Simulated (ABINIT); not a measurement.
# RbTaS3 (Pm-3m): zone-centre phonons, part 2 of 4

Which modes does RbTaS3 (Pm-3m) have at the zone centre?

ABINIT 10.8.3; DFT LDA, scalar-relativistic, plane waves, PseudoDojo norm-conserving pseudopotentials.

So far. Step 4 (Relaxation): The volume changes by +0.5 % in this run and stands -4.9 % from the first cell. The relaxed cell has a = 4.780 Å (conventional setting).

The structure was built from a prototype and need not be the compound's stable phase.

## Step 6: Zone-centre response

At q = 0 one unit cell holds all displacements. The response is solved for single atoms along the cell's directions, and symmetry skips those that follow from others. The crystal is treated as a metal, which screens a static field, so no field response is asked.

Input file dfpt_gamma.abi:

```

# common to the responses
getwfk_filepath "gso_WFK"
kptopt 2
nqpt 1
qpt 0.0 0.0 0.0
asr 0
chneut 0

# displacements
rfphon 1
rfatpol 1 5
rfdir 1 1 1
tolvrs 1.0d-10
prtwf 0

# basis, mesh and filling
ecut 25.0
ngkpt 6 6 6
nshiftk 1
shiftk 0.0 0.0 0.0
istwfk *1
occopt 7
tsmear 0.01
nband 29
nstep 100
diemac 1000000.0
prtebands 0
prtgsr 0

# cell and atoms
acell 9.032617799 9.032617799 9.032617799
rprim 
    1.0 0.0 0.0
    0.0 1.0 0.0
    0.0 0.0 1.0
ntypat 3
znucl 37 73 16
natom 5
typat 1 2 3 3 3
xred 
    0.0 0.0 0.0
    0.5 0.5 0.5
    0.5 0.5 0.0
    0.5 0.0 0.5
    0.0 0.5 0.5
pp_dirpath "./pseudo"
pseudos "Rb.upf, Ta.upf, S.upf"
```

The run is started by

```sh
> OMP_NUM_THREADS=1 mpirun -n 4 abinit dfpt_gamma.abi > dfpt_gamma.log
```

Numbers of over 12 decimals in the logs are rounded to 6 here.

dfpt_gamma.abo, the main output file:

```text
[banners, grids, parts of the stress and lines that vanish by symmetry left out]
- input  file    -> dfpt_gamma.abi
- output file    -> dfpt_gamma.abo
- root for input  files -> dfpt_gammai
- root for output files -> dfpt_gammao

 Symmetries : space group Pm -3 m (#221); Bravais cP (primitive cubic)
================================================================================
 Values of the parameters that define the memory need of the present run (RF).
     intxc =       0      iscf =       7    lmnmax =       8     lnmax =       8
     mgfft =      45  mpssoang =       4    mqgrid =    3001     natom =       5
  nloc_mem =       1    nspden =       1   nspinor =       1    nsppol =       1
      nsym =      48    n1xccc =    2501    ntypat =       3    occopt =       7
   xclevel =       1
-    mband =          29        mffmem =           1         mkmem =          28
-   mkqmem =          28        mk1mem =          28           mpw =        4436
      nfft =       91125          nkpt =         112
- my_mband =          29
================================================================================
================================================================================

--------------------------------------------------------------------------------
------------- Echo of variables that govern the present computation ------------
--------------------------------------------------------------------------------
-
- outvars: echo of selected default values
-   iomode0 =  0 , fftalg0 =312 , wfoptalg0 =  0
-
- outvars: echo of global parameters not present in the input file
-  max_nthreads =    1
-
 -outvars: echo values of preprocessed input variables
 [... echo left out ...]
================================================================================

 chkinp: Checking input parameters for consistency.

[...]
== DATASET  1 ==================================================================
-   mpi_nproc: 4, omp_nthreads: 1 (-1 if OMP is not activated)

--- !DatasetInfo
iteration_state: {dtset: 1, }
dimensions: {natom: 5, nkpt: 112, mband: 29, nsppol: 1, nspinor: 1, nspden: 1, mpw: 4436, }
cutoff_energies: {ecut:  25.0, pawecutdg:  -1.0, }
electrons: {nelect:   4.00000000E+01, charge:   0.00000000E+00, occopt:   7.00000000E+00, tsmear:   1.00000000E-02, }
meta: {optdriver: 1, rfphon: 1, }
...

 mkfilename: getwfk from: gso_WFK

 Real(R)+Recip(G) space primitive vectors, cartesian coordinates (Bohr,Bohr^-1):
 R(1)=  9.0326178  0.0000000  0.0000000  G(1)=  0.1107099  0.0000000  0.0000000
 R(2)=  0.0000000  9.0326178  0.0000000  G(2)=  0.0000000  0.1107099  0.0000000
 R(3)=  0.0000000  0.0000000  9.0326178  G(3)=  0.0000000  0.0000000  0.1107099
 Unit cell volume ucvol=  7.3695489E+02 bohr^3
 Angles (23,13,12)=  9.00000000E+01  9.00000000E+01  9.00000000E+01 degrees
 setup1 : take into account q-point for computing boxcut.

 getcut: wavevector=  0.0000  0.0000  0.0000  ngfft=  45  45  45
         ecut(hartree)=     25.000   => boxcut(ratio)=   2.16423

--- Pseudopotential description ------------------------------------------------
- pspini: atom type   1  psp file is ./pseudo/Rb.upf

- pspini: atom type   2  psp file is ./pseudo/Ta.upf

- pspini: atom type   3  psp file is ./pseudo/S.upf

   3.28092912E+03                                ecore*ucvol(ha*bohr**3)
--------------------------------------------------------------------------------

 ==>  initialize data related to q vector <==

 The list of irreducible perturbations for this q vector is:
    1)    idir= 1    ipert=   1
    2)    idir= 1    ipert=   2
    3)    idir= 1    ipert=   3
    4)    idir= 3    ipert=   3

[...]
The perturbation idir=   2  ipert=   1 is
 symmetric of a previously calculated perturbation.
 So, its SCF calculation is not needed.

 The perturbation idir=   3  ipert=   1 is
 symmetric of a previously calculated perturbation.
 So, its SCF calculation is not needed.

 The perturbation idir=   2  ipert=   2 is
 symmetric of a previously calculated perturbation.
 So, its SCF calculation is not needed.

 The perturbation idir=   3  ipert=   2 is
 symmetric of a previously calculated perturbation.
 So, its SCF calculation is not needed.

[...]
The perturbation idir=   2  ipert=   5 is
 symmetric of a previously calculated perturbation.
 So, its SCF calculation is not needed.

 The perturbation idir=   3  ipert=   5 is
 symmetric of a previously calculated perturbation.
 So, its SCF calculation is not needed.

--------------------------------------------------------------------------------
 Perturbation wavevector (in red.coord.)   0.000000  0.000000  0.000000
 Perturbation : displacement of atom   1   along direction   1
 Found     8 symmetries that leave the perturbation invariant.

[...]
dfpt_looppert : total number of electrons, from k and k+q
  fully or partially occupied states are    4.000000E+01 and    4.000000E+01.
 Initialisation of the first-order wave-functions :
  ireadwf=   0

--- !BeginCycle
iteration_state: {dtset: 1, }
solver: {iscf: 7, nstep: 100, nline: 4, wfoptalg: 0, }
tolerances: {tolvrs: 1.00E-10, }
...

     iter   2DEtotal(Ha)        deltaE(Ha) residm    vres2
-ETOT  1   2.983283     -1.577E+03 6.058E+00 7.855E+02
 ETOT  2   1.731163     -1.252E+00 3.763E-01 7.496E+01
 ETOT  3   1.690388     -4.077E-02 8.464E-02 6.516E+00
 ETOT  4   1.689247     -1.141E-03 3.800E-02 1.286E-01
 ETOT  5   1.689198     -4.958E-05 1.387E-02 1.976E-02
[...]
At SCF step   11       vres2   =  8.16E-11 < tolvrs=  1.00E-10 =>converged.
[...]
Mean square residual over all n,k,spin=   84.746E-09; max=  85.318E-06

 Thirteen components of 2nd-order total energy (hartree) are
 1,2,3: 0th-order hamiltonian combined with 1st-order wavefunctions
     kin0=   1.17801310E+03 eigvalue=   1.14841842E+02  local=  -5.51242288E+02
 4,5,6: 1st-order hamiltonian combined with 1st and 0th-order wfs
 loc psp =  -1.20691660E+03  Hartree=   4.32382640E+02     xc=  -1.02773265E+02
 note that "loc psp" includes a xc core correction that could be resolved
 7,8,9: eventually, occupation + non-local contributions
    edocc=   6.67531822E+01     enl0=   4.40087877E+02   enl1=  -1.94920957E+03
 1-9 gives the relaxation energy (to be shifted if some occ is /=2.0)
   erelax=  -1.57806309E+03
 10,11,12 Non-relaxation  contributions : frozen-wavefunctions and Ewald
 fr.local=   4.89543866E+02 fr.nonlo=   9.76489020E+02  Ewald=   1.29383584E+02
 13,14 Frozen wf xc core corrections (1) and (2)
 frxc 1  =  -2.16330703E+02  frxc 2 =   2.00666511E+02
 Resulting in :
 2DEtotal=    0.1689191773E+01 Ha. Also 2DEtotal=    0.459652497744E+02 eV
    (2DErelax=   -1.5780630869E+03 Ha. 2DEnonrelax=    1.5797522787E+03 Ha)
    (  non-var. 2DEtotal :    1.6891918653E+00 Ha)

[...]
Perturbation wavevector (in red.coord.)   0.000000  0.000000  0.000000
 Perturbation : displacement of atom   2   along direction   1
 Found     8 symmetries that leave the perturbation invariant.

[...]
dfpt_looppert : total number of electrons, from k and k+q
  fully or partially occupied states are    4.000000E+01 and    4.000000E+01.
 Initialisation of the first-order wave-functions :
  ireadwf=   0

--- !BeginCycle
iteration_state: {dtset: 1, }
solver: {iscf: 7, nstep: 100, nline: 4, wfoptalg: 0, }
tolerances: {tolvrs: 1.00E-10, }
...

     iter   2DEtotal(Ha)        deltaE(Ha) residm    vres2
-ETOT  1   9.626666     -3.779E+03 1.262E+01 1.301E+04
[...]
At SCF step   12       vres2   =  1.51E-11 < tolvrs=  1.00E-10 =>converged.
[...]
Mean square residual over all n,k,spin=   45.204E-09; max=  20.997E-06

 Thirteen components of 2nd-order total energy (hartree) are
 1,2,3: 0th-order hamiltonian combined with 1st-order wavefunctions
     kin0=   2.15297552E+03 eigvalue=   4.54648030E+02  local=  -1.64524347E+03
 4,5,6: 1st-order hamiltonian combined with 1st and 0th-order wfs
 loc psp =  -5.38447037E+03  Hartree=   1.35149534E+03     xc=  -2.01671012E+02
 note that "loc psp" includes a xc core correction that could be resolved
 7,8,9: eventually, occupation + non-local contributions
    edocc=   5.59261124E+02     enl0=   1.11330832E+03   enl1=  -2.18507734E+03
 1-9 gives the relaxation energy (to be shifted if some occ is /=2.0)
   erelax=  -3.78477386E+03
 10,11,12 Non-relaxation  contributions : frozen-wavefunctions and Ewald
 fr.local=   2.43316064E+03 fr.nonlo=   1.09691210E+03  Ewald=   1.62772896E+02
 13,14 Frozen wf xc core corrections (1) and (2)
 frxc 1  =  -3.59276084E+02  frxc 2 =   4.55148156E+02
 Resulting in :
 2DEtotal=    0.3943844380E+01 Ha. Also 2DEtotal=    0.107317472716E+03 eV
    (2DErelax=   -3.7847738594E+03 Ha. 2DEnonrelax=    3.7887177038E+03 Ha)
    (  non-var. 2DEtotal :    3.9438464307E+00 Ha)

[...]
Perturbation wavevector (in red.coord.)   0.000000  0.000000  0.000000
 Perturbation : displacement of atom   3   along direction   1
 Found     4 symmetries that leave the perturbation invariant.

[...]
dfpt_looppert : total number of electrons, from k and k+q
  fully or partially occupied states are    4.000000E+01 and    4.000000E+01.
 Initialisation of the first-order wave-functions :
  ireadwf=   0

--- !BeginCycle
iteration_state: {dtset: 1, }
solver: {iscf: 7, nstep: 100, nline: 4, wfoptalg: 0, }
tolerances: {tolvrs: 1.00E-10, }
...

     iter   2DEtotal(Ha)        deltaE(Ha) residm    vres2
-ETOT  1   3.292917     -5.898E+02 4.878E+00 4.888E+02
[...]
At SCF step   12       vres2   =  2.19E-11 < tolvrs=  1.00E-10 =>converged.
[...]
Mean square residual over all n,k,spin=   45.453E-09; max=  48.090E-06

 Thirteen components of 2nd-order total energy (hartree) are
 1,2,3: 0th-order hamiltonian combined with 1st-order wavefunctions
     kin0=   5.31665647E+02 eigvalue=  -9.41142030E+00  local=  -3.75592075E+02
 4,5,6: 1st-order hamiltonian combined with 1st and 0th-order wfs
 loc psp =  -4.49268078E+02  Hartree=   1.60473299E+02     xc=  -4.27548916E+01
 note that "loc psp" includes a xc core correction that could be resolved
 7,8,9: eventually, occupation + non-local contributions
    edocc=   2.45932669E+01     enl0=   3.01458068E+02   enl1=  -7.31595710E+02
 1-9 gives the relaxation energy (to be shifted if some occ is /=2.0)
   erelax=  -5.90431894E+02
 10,11,12 Non-relaxation  contributions : frozen-wavefunctions and Ewald
 fr.local=   2.61583262E+02 fr.nonlo=   3.69678326E+02  Ewald=  -2.66452997E+01
 13,14 Frozen wf xc core corrections (1) and (2)
 frxc 1  =  -6.76513389E+01  frxc 2 =   5.61109255E+01
 Resulting in :
 2DEtotal=    0.2643981292E+01 Ha. Also 2DEtotal=    0.719463961599E+02 eV
    (2DErelax=   -5.9043189362E+02 Ha. 2DEnonrelax=    5.9307587491E+02 Ha)
    (  non-var. 2DEtotal :    2.6439807931E+00 Ha)

[...]
Perturbation wavevector (in red.coord.)   0.000000  0.000000  0.000000
 Perturbation : displacement of atom   3   along direction   3
 Found     8 symmetries that leave the perturbation invariant.

--------------------------------------------------------------------------------

--------------------------------------------------------------------------------

 dfpt_looppert : total number of electrons, from k and k+q
  fully or partially occupied states are    4.000000E+01 and    4.000000E+01.
 Initialisation of the first-order wave-functions :
  ireadwf=   0

--- !BeginCycle
iteration_state: {dtset: 1, }
solver: {iscf: 7, nstep: 100, nline: 4, wfoptalg: 0, }
tolerances: {tolvrs: 1.00E-10, }
...

     iter   2DEtotal(Ha)        deltaE(Ha) residm    vres2
-ETOT  1   16.419235272020     -6.196E+02 3.718E+00 1.766E+04
[...]
ETOT 11   10.159988962052     -2.831E-11 2.955E-05 3.862E-10
 ETOT 12   10.159988962091      3.865E-11 1.112E-05 2.738E-11

 At SCF step   12       vres2   =  2.74E-11 < tolvrs=  1.00E-10 =>converged.
[...]
Mean square residual over all n,k,spin=   21.500E-09; max=  11.117E-06

 Thirteen components of 2nd-order total energy (hartree) are
 1,2,3: 0th-order hamiltonian combined with 1st-order wavefunctions
     kin0=   5.45868644E+02 eigvalue=  -1.83977981E+00  local=  -3.87318427E+02
 4,5,6: 1st-order hamiltonian combined with 1st and 0th-order wfs
 loc psp =  -4.73880506E+02  Hartree=   1.89863576E+02     xc=  -4.41195382E+01
 note that "loc psp" includes a xc core correction that could be resolved
 7,8,9: eventually, occupation + non-local contributions
    edocc=   3.99691040E+01     enl0=   2.83413858E+02   enl1=  -7.77794368E+02
 1-9 gives the relaxation energy (to be shifted if some occ is /=2.0)
   erelax=  -6.25837436E+02
 10,11,12 Non-relaxation  contributions : frozen-wavefunctions and Ewald
 fr.local=  -9.20944804E+01 fr.nonlo=   4.04590237E+02  Ewald=   3.37099752E+02
 13,14 Frozen wf xc core corrections (1) and (2)
 frxc 1  =  -6.72634039E+01  frxc 2 =   5.36653201E+01
 Resulting in :
 2DEtotal=    0.1015998896E+02 Ha. Also 2DEtotal=    0.276467383902E+03 eV
    (2DErelax=   -6.2583743648E+02 Ha. 2DEnonrelax=    6.3599742544E+02 Ha)
    (  non-var. 2DEtotal :    1.0159988500E+01 Ha)

[...]
---- first-order wavefunction calculations are completed ----

 ==> Compute Derivative Database <==

 [... matrices left out ...]
  Phonon wavevector (reduced coordinates) :  0.00000  0.00000  0.00000
 Phonon energies in Hartree :
  -2.162488E-05 -2.162488E-05 -2.162488E-05  3.468024E-04  3.468024E-04
   3.468024E-04  6.097995E-04  6.097995E-04  6.097995E-04  6.925050E-04
   6.925050E-04  6.925050E-04  1.596064E-03  1.596064E-03  1.596064E-03
 Phonon frequencies in cm-1    :
- -4.746113E+00 -4.746113E+00 -4.746113E+00  7.611433E+01  7.611433E+01
-  7.611433E+01  1.338355E+02  1.338355E+02  1.338355E+02  1.519873E+02
-  1.519873E+02  1.519873E+02  3.502956E+02  3.502956E+02  3.502956E+02

== END DATASET(S) ==============================================================
================================================================================

 -outvars: echo values of variables after computation
            acell      9.0326177990E+00  9.0326177990E+00  9.0326177990E+00 Bohr
           etotal      1.0159988962E+01
            fcart      0.0000000000E+00  0.0000000000E+00  0.0000000000E+00
           strten      0.0000000000E+00  0.0000000000E+00  0.0000000000E+00
================================================================================
```

Run time: 6 min. Hardware: 4 MPI ranks of Arm Neoverse V1, shared host.

This step gave:

| Property | Result |
| --- | --- |
| largest acoustic frequency at the zone centre before the sum rule | -4.75 cm⁻¹ |
| highest optical zone-centre mode (no LO-TO term) | 350.3 cm⁻¹ |
| lowest optical zone-centre mode | 76.11 cm⁻¹ |

The acoustic modes at Γ come out as far as 4.8 cm⁻¹ from zero, where they should vanish, a small numerical error.

(Continued in part 3 of 4.)

[Host names and launcher messages were left out of these logs when they were recorded.]

[Logs are printed without paths, hosts, clocks, repeated set-up lines and the standing remarks that a program may print on its own settings, such as how far it seeks lower states.]

[Hosts, paths, dates, database ids (printed as entryN), source tags and the programs' standing remarks are cut or masked in the printed files.]
